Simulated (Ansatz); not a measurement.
# La2O3 (P-3m1): modes against uniaxial strain along c, part 3 of 3

Wanted: the shifts of the zone-centre modes of La2O3 (P-3m1) with strain.

Ansatz 0.2.0; DFT LDA, scalar-relativistic, plane waves, PAW; PAW set soft_1.

So far, highest optical mode at the zone centre (no LO-TO term) (cm⁻¹): step 4 (modes at rest) 447.

## 6. Zone-centre modes of the member: uniaxial strain of +4 % along c

The zone-centre modes follow for uniaxial strain of +4 % along c, with the response to a field.

Contents of input.yaml:

```yaml
crystal:
  lattice:
    - [3.8460520086, 0.0, 0.0]
    - [-1.9230260043, 3.3307787437, 0.0]
    - [0.0, 0.0, 6.1887537829]
  atoms:
    - { symbol: O, position: [0.6666666767, 0.3333333233, 0.3574695898] }
    - { symbol: O, position: [0.3333333233, 0.6666666767, 0.6425304102] }
    - { symbol: O, position: [0.0, 0.0, 0.0] }
    - { symbol: La, position: [0.6666666648, 0.3333333352, 0.7530410342] }
    - { symbol: La, position: [0.3333333352, 0.6666666648, 0.2469589658] }
kpoints:
  mp_grid: { grid: [9, 9, 4] }
hamiltonian:
  xc: lda
  pseudopotentials: { kind: paw, azcp: { folder: soft_1 }, xc_functional: pbe }
scf:
  occupations: { method: fixed }
output:
  eigenvalues: true
phonons:
  method: dfpt
  dielectric: true
  rigid_motions: translations
```

Command:

```sh
ansatz run input.yaml --threads 8 --pin off --max-ram 16384MiB --backend cpu --events-out ev --progress --plain --runs-dir out
```

Numbers of over 12 decimals in the logs are rounded to 6 here.

Output:

```text
[...]
Crystal: 5 atoms, lattice volume = 79.280 Å³
Basis set: ecut = 420 eV, 1545 PW (Γ), exchange–correlation on 54×54×90 points (8 copies of the dense FFT grid, shifted against one another)
Bands: 25, of which v1, the nominal top of the filled ones, is band 20 counted from 1 (19 counted from 0)
Symmetry: 12 space group operations
k-points: 95 of 324 (irreducible under 2 space group operations, time reversal used)
[...]
SCF iter   1: F=—  HF=-13829.068064 eV  |F-HF|=—  |Δ(HF+E_count)|=         —  Δρ=7.24e-2  dr2=3.94e0  ethr=3.10e-3  ⟨swp⟩=4.1  Hψ=9569  notcnv=0  defer=148
[...]
SCF iter  11: F=-13828.274698 eV  HF=-13828.274698 eV  |F-HF|=1.82e-12  |Δ(HF+E_count)|=  8.37e-11  Δρ=2.27e-7  dr2=3.58e-11  ethr=1.00e-12  ⟨swp⟩=18.4  Hψ=20550  notcnv=0
SCF 1 converged in 11 iterations: F = -13828.274698 eV  dr2 = 3.58e-11
[...]
Bands: 21, of which v1, the nominal top of the filled ones, is band 20 counted from 1 (19 counted from 0)
k-points: 110 of 400 (irreducible under 4 space group operations)
[...]
Eigensolver: Dense (110 Hₖ)
SCF iter   1: F=—  HF=-13828.268519 eV  |F-HF|=—  |Δ(HF+E_count)|=         —  Δρ=3.76e-4  dr2=2.28e-5  ethr=1.00e-1
[...]
SCF iter   4: F=-13828.268510 eV  HF=-13828.268510 eV  |F-HF|=5.05e-8  |Δ(HF+E_count)|=   3.69e-7  Δρ=9.32e-6  dr2=5.91e-8  ethr=2.62e-9
SCF 1 converged in 4 iterations: F = -13828.268510 eV  dr2 = 5.91e-8
[...]
SCF converged after 11 iterations
Free energy (F): -13828.274698 eV
[...]
Internal energy: -13828.274698 eV  (E = F + TS)
E sigma→0 (E₀):  -13828.274698 eV
Fermi energy:    9.711969 eV
[...]
--- Band table (eV; the first three rows and the last of 95) ---
  k-point 0: bands = [... 16 lower, 7.8659, 9.2224, 9.2224, 9.5170, 13.8878, 14.3966, 14.3966, 14.8478, ... 1 higher]
  k-point 1: bands = [... 16 lower, 8.2343, 9.2138, 9.2627, 9.2627, 14.0436, 14.4593, 14.4593, 14.8601, ... 1 higher]
  k-point 2: bands = [... 16 lower, 8.6710, 8.7161, 9.3088, 9.3088, 14.3572, 14.5164, 14.5168, 14.5168, ... 1 higher]
  k-point 94: bands = [... 16 lower, 8.8825, 8.8995, 9.3749, 9.6659, 14.1885, 14.3086, 14.4788, 14.9615, ... 1 higher]
[...]
ASR residual: 1.225e-4 → 0.000e0 eV/Å²; symmetrization residual: 1.538e-6 eV/Å²
  ASR residual per site (eV/Å²): 1.22e-4 1.22e-4 9.56e-5 4.56e-5 4.56e-5
[...]
ε∞ (high-frequency dielectric tensor):
        4.885861     0.000000    -0.000000
        0.000000     4.885861     0.000000
       -0.000000     0.000000     4.741207
  ε⁰ (static dielectric tensor: ions relaxed, cell fixed):
       25.512779    -0.000000    -0.000000
       -0.000000    25.512779    -0.000000
       -0.000000    -0.000000    27.434192
  ε⁰ − ε∞ (ionic part):
       20.626918    -0.000000    -0.000000
       -0.000000    20.626918    -0.000000
       -0.000000    -0.000000    22.692985
[...]
Born effective charges Z* (e; rows j = field, columns β = displacement):
    site 0:
        -2.89945    0.00000    0.00000
        -0.00000   -2.89945    0.00000
         0.00000    0.00000   -2.47355
    site 1:
        -2.89945    0.00000    0.00000
        -0.00000   -2.89945    0.00000
         0.00000    0.00000   -2.47355
    site 2:
        -2.66703    0.00000    0.00000
         0.00000   -2.66703   -0.00000
         0.00000    0.00000   -2.64011
    site 3:
         4.23296   -0.00000   -0.00000
         0.00000    4.23296   -0.00000
        -0.00000   -0.00000    3.79360
    site 4:
         4.23296   -0.00000   -0.00000
         0.00000    4.23296   -0.00000
        -0.00000   -0.00000    3.79360
  Z* charge neutrality: 1.370e-3 e pre-enforcement
[...]
optical modes at Γ without the LO–TO term, one row a degenerate level:
      ω (cm⁻¹)  modes    IR ((D/Å)²/amu)
        102.33      2             0.0000
        183.64      2            42.2428
        185.52      1             0.0000
        190.52      1            30.1858
        371.06      2            38.6662
        397.16      1             0.0000
        409.37      2             0.0000
        437.92      1             2.2915
  optical modes at Γ + LO–TO along q̂ = [1.0000, 0.0000, 0.0000]:
      ω (cm⁻¹)  modes    IR ((D/Å)²/amu)
        102.33      2             0.0000
        183.64      1            21.1214
        185.52      1             0.0000
        190.52      1            30.1858
        276.17      1             1.9641
        371.06      1            19.3331
        397.16      1             0.0000
        409.37      2             0.0000
[...]
optical modes at Γ + LO–TO along q̂ = [0.0000, 1.0000, 0.0000]:
      ω (cm⁻¹)  modes    IR ((D/Å)²/amu)
[...]
397.16      1             0.0000
        409.37      2             0.0000
        437.92      1             2.2915
        563.82      1            38.4904
  optical modes at Γ + LO–TO along q̂ = [0.0000, 0.0000, 1.0000]:
      ω (cm⁻¹)  modes    IR ((D/Å)²/amu)
        102.33      2             0.0000
        183.64      2            42.2428
        185.52      1             0.0000
        371.06      2            38.6662
        397.16      1             0.0000
        398.70      1             7.5107
        409.37      2             0.0000
        503.38      1            24.9667
```

The job ended after 54 s (8 threads of Arm Neoverse V2, shared host; peak memory 1.2 GiB; 6.5 min of CPU time).

This step gave:

```
sum-rule residual before enforcement                    : 1.22e-4 eV/Å²
miss of the charge sum rule                             : 0.001370 e
estimated error of the dielectric tensor                : 0.01294
estimated error of the Born charges                     : 0.01454 e
highest optical mode at the zone centre (no LO-TO term) : 437.9 cm⁻¹
lowest optical zone-centre mode                         : 102.3 cm⁻¹
mean high-frequency dielectric constant                 : 4.838
largest Born charge (third of the trace)                : 4.087 e
mean static dielectric constant                         : 26.15
top of the zone-centre spectrum with the field          : 563.8 cm⁻¹
```

Without the LO-TO term. Patterns of degenerate modes are one choice out of their space. Modes at Γ, with each element's share of the kinetic energy:

```tsv
mode	frequency (cm⁻¹)	symmetry	O %	La %
1	0.0	acoustic	15	85
2	0.0	acoustic	15	85
3	0.0	acoustic	15	85
4	102.3	Eg	3	97
5	102.3	Eg	3	97
6	183.6	Eu	92	8
7	183.6	Eu	92	8
8	185.5	A1g	6	94
9	190.5	A2u	87	13
10	371.1	Eu	93	7
11	371.1	Eu	93	7
12	397.2	A1g	94	6
13	409.4	Eg	97	3
14	409.4	Eg	97	3
15	437.9	A2u	99	1
```

Transverse modes. Lines of the infrared spectrum (strongest = 100):

```tsv
position (cm⁻¹)	label	relative intensity
102	Eg	0.0
184	Eu	100
186	A1g	0.0
190	A2u	71
371	Eu	92
397	A1g	0.0
409	Eg	0.0
438	A2u	5.4
```

Without the LO-TO term the lowest optical mode is real, 102 cm⁻¹, and the highest lies at 437.9 cm⁻¹.

Between step 4 and this run (strain 4 %) the value for the highest optical mode at the zone centre (no LO-TO term) moves from 447 cm⁻¹ to 438 cm⁻¹ (-2 %).

## 7. A member of the series: uniaxial strain of -4 % along c

The cell takes a uniaxial strain of -4 % along c. The strained length and the angles are held, while the rest of the cell and the atoms relax.

input.yaml, the sections that differ from step 6:

```yaml
crystal:
  lattice:
    - [3.9137841977, 0.0, 0.0]
    - [-1.9568920988, 3.3894365401, 0.0]
    - [0.0, 0.0, 5.7126957996]
  atoms:
    - { symbol: O, position: [0.6666666795, 0.3333333205, 0.3491517995] }
    - { symbol: O, position: [0.3333333205, 0.6666666795, 0.6508482005] }
    - { symbol: O, position: [0.0, 0.0, 0.0] }
    - { symbol: La, position: [0.6666666646, 0.3333333354, 0.7589377264] }
    - { symbol: La, position: [0.3333333354, 0.6666666646, 0.2410622736] }
output:
  forces: true
  stress: true
  eigenvalues: true
relax:
  adjacent_minimum: "off"
  f_tol: 0.001
  max_steps: 60
  cell: { stress_tol: 0.01, fix: [c, angles] }
# kpoints, hamiltonian, scf: as in step 6
# phonons: removed
```

Output:

```text
[...]
Crystal: 5 atoms, lattice volume = 75.782 Å³
Basis set: ecut = 420 eV, 1507 PW (Γ)
Bands: 25, of which v1, the nominal top of the filled ones, is band 20 counted from 1 (19 counted from 0)
Symmetry: 4 space group operations
k-points: 95 of 324
[...]
cell:  # Å, volume = 76.2019 Å³
    - [3.924616, -2.8947475601985528e-11, 0]
    - [-1.962308, 3.398817, 0]
    - [0, 0, 5.7126957996]
  atoms:
    - { symbol: O, position: [0.666667, 0.333333, 0.347520] }
    - { symbol: O, position: [0.333333, 0.666667, 0.652480] }
    - { symbol: O, position: [0, 0, 0] }
    - { symbol: La, position: [0.666667, 0.333333, 0.760008] }
    - { symbol: La, position: [0.333333, 0.666667, 0.239992] }
[key lines of the parts left out:]
SCF converged after 7 iterations
Free energy (F): -13828.276279 eV
Fermi energy:    10.318116 eV
P = ⅓ Tr σ = 1.1479 GPa (11.479 kbar)
```

Elapsed: 14 s, on 8 threads; peak memory 0.55 GiB; 1.8 min of CPU time.

Relaxation path:

```tsv
step	energy less that of the first step (eV)	largest force component (eV/Å)	pressure (GPa)	volume (Å³)
1	0.0000	0.1537	2.33	75.78
2	0.0028	0.2169	-0.11	76.63
3	-0.0017	0.0384	1.20	76.20
4	-0.0018	0.0220	1.13	76.19
5	-0.0019	0.0013	1.15	76.19
6	-0.0018	0.0000	1.15	76.19
7*	-0.0029	0.0001	1.17	76.19
8	-0.0028	0.0000	1.15	76.20
9*	-0.0029	0.0000	1.15	76.20
```

Relaxation steps marked * repeat the geometry before them on a plane-wave basis chosen anew for their cell, so energy and pressure can jump there. Relaxation step 2 was tried and not accepted.

```tsv
conventional cell, symmetrised	before	after	change
a (Å)	3.914	3.925	+0.3 %
b (Å)	3.914	3.925	+0.3 %
c (Å)	5.713	5.713	+0.0 %
volume (Å³/atom)	15.16	15.24	+0.6 %
```

Final coordinates:

```cif
data_structure
_symmetry_space_group_name_H-M 'P 1'
_symmetry_Int_Tables_number 1
_cell_length_a 3.9246
_cell_length_b 3.9246
_cell_length_c 5.7127
_cell_angle_alpha 90.000
_cell_angle_beta 90.000
_cell_angle_gamma 120.000
_cell_volume 76.20
loop_
_atom_site_label
_atom_site_type_symbol
_atom_site_fract_x
_atom_site_fract_y
_atom_site_fract_z
_atom_site_occupancy
O1 O 0.66667 0.33333 0.34752 1
O2 O 0.33333 0.66667 0.65248 1
O3 O 0.00000 0.00000 0.00000 1
La4 La 0.66667 0.33333 0.76001 1
La5 La 0.33333 0.66667 0.23999 1
```

Numbers from this step:

```
pressure          : 1.148 GPa
gap on the k-mesh : 3.602 eV
volume per atom   : 15.24 Å³
```

The largest force component left is 0.020 meV/Å.

## 8. Modes of this member: uniaxial strain of -4 % along c

The zone-centre modes follow for uniaxial strain of -4 % along c, with the response to a field.

input.yaml, the sections that differ from step 7:

```yaml
crystal:
  lattice:
    - [3.9246158566, 0.0, 0.0]
    - [-1.9623079283, 3.3988170319, 0.0]
    - [0.0, 0.0, 5.7126957996]
  atoms:
    - { symbol: O, position: [0.6666666808, 0.3333333192, 0.3475200028] }
    - { symbol: O, position: [0.3333333192, 0.6666666808, 0.6524799972] }
    - { symbol: O, position: [0.0, 0.0, 0.0] }
    - { symbol: La, position: [0.6666666646, 0.3333333354, 0.7600080783] }
    - { symbol: La, position: [0.3333333354, 0.6666666646, 0.2399919217] }
output:
  eigenvalues: true
phonons:
  method: dfpt
  dielectric: true
  rigid_motions: translations
# kpoints, hamiltonian, scf: as in step 7
# relax: removed
```

Output:

```text
[...]
Crystal: 5 atoms, lattice volume = 76.202 Å³
Basis set: ecut = 420 eV, 1507 PW (Γ), exchange–correlation on 54×54×80 points (8 copies of the dense FFT grid, shifted against one another)
Bands: 25, of which v1, the nominal top of the filled ones, is band 20 counted from 1 (19 counted from 0)
Symmetry: 12 space group operations
k-points: 95 of 324 (irreducible under 2 space group operations, time reversal used)
[...]
ω (cm⁻¹)  modes    IR ((D/Å)²/amu)
[...]
optical modes at Γ + LO–TO along q̂ = [0.0000, 1.0000, 0.0000]:
      ω (cm⁻¹)  modes    IR ((D/Å)²/amu)
[...]
optical modes at Γ + LO–TO along q̂ = [0.0000, 0.0000, 1.0000]:
      ω (cm⁻¹)  modes    IR ((D/Å)²/amu)
[...]
395.20      1             0.0000
        401.40      1             6.7590
        402.64      2             0.0000
        536.86      1            28.5874
[key lines of the parts left out:]
SCF converged after 12 iterations
Free energy (F): -13828.276281 eV
Fermi energy:    10.318116 eV
```

The job ended after 54 s (8 threads; peak memory 1.2 GiB; 6.5 min of CPU time).

Numbers from this step:

| Item | Value |
| --- | --- |
| sum-rule residual before enforcement | 6.34e-5 eV/Å² |
| miss of the charge sum rule | 0.002023 e |
| estimated error of the dielectric tensor | 0.01284 |
| estimated error of the Born charges | 0.01521 e |
| highest optical mode at the zone centre (no LO-TO term) | 451.2 cm⁻¹ |
| lowest optical zone-centre mode | 112.9 cm⁻¹ |
| mean high-frequency dielectric constant | 4.989 |
| largest Born charge (third of the trace) | 4.139 e |
| mean static dielectric constant | 23.65 |
| top of the zone-centre spectrum with the field | 561.1 cm⁻¹ |

Without the LO-TO term. Patterns of degenerate modes are one choice out of their space. The modes at Γ (shares of kinetic energy by element, %):

```tsv
mode	frequency (cm⁻¹)	symmetry	O %	La %
1	0.0	acoustic	15	85
2	0.0	acoustic	15	85
3	0.0	acoustic	15	85
4	112.9	Eg	2	98
5	112.9	Eg	2	98
6	210.2	A1g	3	97
7	219.4	not assigned	87	13
8	219.4	not assigned	90	10
9	219.4	not assigned	90	10
10	380.6	Eu	95	5
11	380.6	Eu	95	5
12	395.2	A1g	97	3
13	402.6	Eg	98	2
14	402.6	Eg	98	2
15	451.2	A2u	99	1
```

Displacements in mode 4 (112.9 cm⁻¹), the largest set to 1:
```
O1   0.00 -0.43  0.00
O2   0.00  0.43  0.00
O3   0.00  0.00  0.00
La4  0.00  1.00  0.00
La5  0.00 -1.00  0.00
```

Displacements in mode 6 (210.2 cm⁻¹), the largest set to 1:
```
O1   0.00  0.00  0.49
O2   0.00  0.00 -0.49
O3   0.00  0.00  0.00
La4  0.00  0.00 -1.00
La5  0.00  0.00  1.00
```

Transverse modes. Infrared lines, with heights relative to the strongest:

```tsv
position (cm⁻¹)	lines merged	relative intensity
113	1	0.0
210	1	0.0
219	2	100
381	1	29
395	1	0.0
403	1	0.0
451	1	4.8
```

Without the LO-TO term the lowest optical mode is real, 113 cm⁻¹, and the highest lies at 451.2 cm⁻¹.

## 9. All members side by side

The members are set side by side, also those not shown above.

Stress is positive in compression; energies are extrapolated to zero smearing, and E0 is that at rest; the axis is the direction of the strain; the edges not held and the atoms are relaxed in each cell. State of the crystal along the series:

```tsv
strain (%)	stress along the axis (GPa)	free strain along a (%)	free strain along b (%)	E - E0 (meV/atom)	gap on mesh (eV)	ε∞ along the axis	ε∞ across the axis, mean	ε0 along the axis	ε0 across the axis, mean	largest Born charge in size, a third of the trace (e)	top mode with the field, highest of q along x, y and z (cm⁻¹)
-4	3.441	1.069	1.069	6.901	3.602	5.007	4.98	23.72	23.61	4.139	561.1
-3	2.611	0.79	0.79	3.91	3.643	4.976	4.962	23.93	23.61	4.13	561.7
-2	1.764	0.5191	0.5191	1.75	3.682	4.943	4.945	24.2	23.67	4.122	562.3
-1	0.8935	0.256	0.256	0.4317	3.722	4.91	4.931	24.53	23.8	4.115	562.7
0	-0.001945	0	0	0	3.761	4.876	4.919	24.93	24	4.108	563.1
1	-0.9195	-0.2486	-0.2486	0.4642	3.788	4.842	4.908	25.42	24.27	4.102	563.3
2	-1.863	-0.4903	-0.4903	1.816	3.801	4.808	4.899	25.99	24.61	4.096	563.5
3	-2.83	-0.7258	-0.7258	4.071	3.778	4.774	4.892	26.66	25.02	4.091	563.7
4	-3.813	-0.9543	-0.9543	7.217	3.751	4.741	4.886	27.43	25.51	4.087	563.8
```

Without the LO-TO term; optical modes are counted from below at rest and tracked from member to member by their patterns, and modes that stay within 0.3 cm⁻¹ of each other stand once; labels, where given, are those at rest; the edges not held and the atoms are relaxed in each cell. Optical modes along the series:

```tsv
strain (%)	optical mode 1 Eg (cm⁻¹)	optical mode 2 A1g (cm⁻¹)	optical mode 3 Eu (cm⁻¹)	optical mode 4 A2u (cm⁻¹)	optical mode 5 Eu (cm⁻¹)	optical mode 6 A1g (cm⁻¹)	optical mode 7 Eg (cm⁻¹)	optical mode 8 A2u (cm⁻¹)
-4	112.9	210.2	219.4	219.4	380.6	395.2	402.6	451.2
-3	111.7	207.9	216.1	216.8	379.2	395.8	404.3	450.8
-2	110.5	205.3	212.4	213.9	377.8	396.3	405.7	450
-1	109.2	202.6	208.2	210.7	376.5	396.6	406.9	448.9
0	107.9	199.7	203.8	207.2	375.3	396.9	407.8	447.4
1	106.6	196.6	199.1	203.4	374.2	397.1	408.6	445.5
2	105.2	193.2	194.1	199.4	373.1	397.2	409.1	443.3
3	103.8	189.5	189	195.1	372.1	397.2	409.3	440.8
4	102.3	185.5	183.6	190.5	371.1	397.2	409.4	437.9
```

Value and slope at zero strain of a cubic (a lower polynomial where under five rows exist) through the rows within 2 % of rest. Slopes at rest:

```tsv
mode	frequency (cm⁻¹)	shift per percent of strain (cm⁻¹)	shift per GPa of compressive stress (cm⁻¹)
optical mode 1 Eg	107.9	-1.32	1.46
optical mode 2 A1g	199.7	-3.03	3.35
optical mode 3 Eu	203.8	-4.59	5.07
optical mode 4 A2u	207.2	-3.63	4
optical mode 5 Eu	375.3	-1.18	1.3
optical mode 6 A1g	396.9	0.23	-0.26
optical mode 7 Eg	407.8	0.86	-0.95
optical mode 8 A2u	447.4	-1.69	1.87
```

## 10. Summary of results

| Property | Result |
| --- | --- |
| members | 9 |
| highest optical mode at the zone centre (no LO-TO term), at rest | 447.4 cm⁻¹ |
| Young’s modulus along c | 90.7 GPa |
| optical mode 5 Eu, shift per percent | -1.18 cm⁻¹ |
| optical mode 6 A1g, shift per percent | 0.23 cm⁻¹ |
| optical mode 7 Eg, shift per percent | 0.86 cm⁻¹ |
| optical mode 8 A2u, shift per percent | -1.69 cm⁻¹ |

**Reading.** The stress changes by 0.91 GPa for each percent, a Young’s modulus of 91 GPa along c. For each percent the free edge responds with -0.25 %. Within 2 % of rest optical mode 7 Eg bends away from a straight line, so a single slope holds only near rest. The fastest shift in the table of slopes is -4.6 cm⁻¹ for each percent (optical mode 3 Eu), or 5.1 cm⁻¹ for each GPa of compressive stress. For small strain, the measured shift of a line that Raman or infrared light can see, divided by its slope, estimates the stress, if the state of stress is of this kind. For infrared-active modes these slopes hold for the transverse lines; longitudinal ones carry the field and shift otherwise. These are harmonic frequencies at zero temperature: anharmonic shifts, linewidths and thermal expansion are left out. Spin-orbit coupling is left out, which can matter for the heavy elements here. The PAW files were made for PBE; the program adapts parts of them to the functional of the run, but their partial waves stay those of PBE, an approximation that was not tested in this session. Only the zone centre was solved, so an instability at another wavevector cannot show here.

[Logs are printed without paths, hosts, clocks, repeated set-up lines and the standing remarks that a program may print on its own settings, such as how far it seeks lower states.]

[Hosts, paths, dates, database ids (printed as entryN), source tags and the programs' standing remarks are cut or masked in the printed files.]
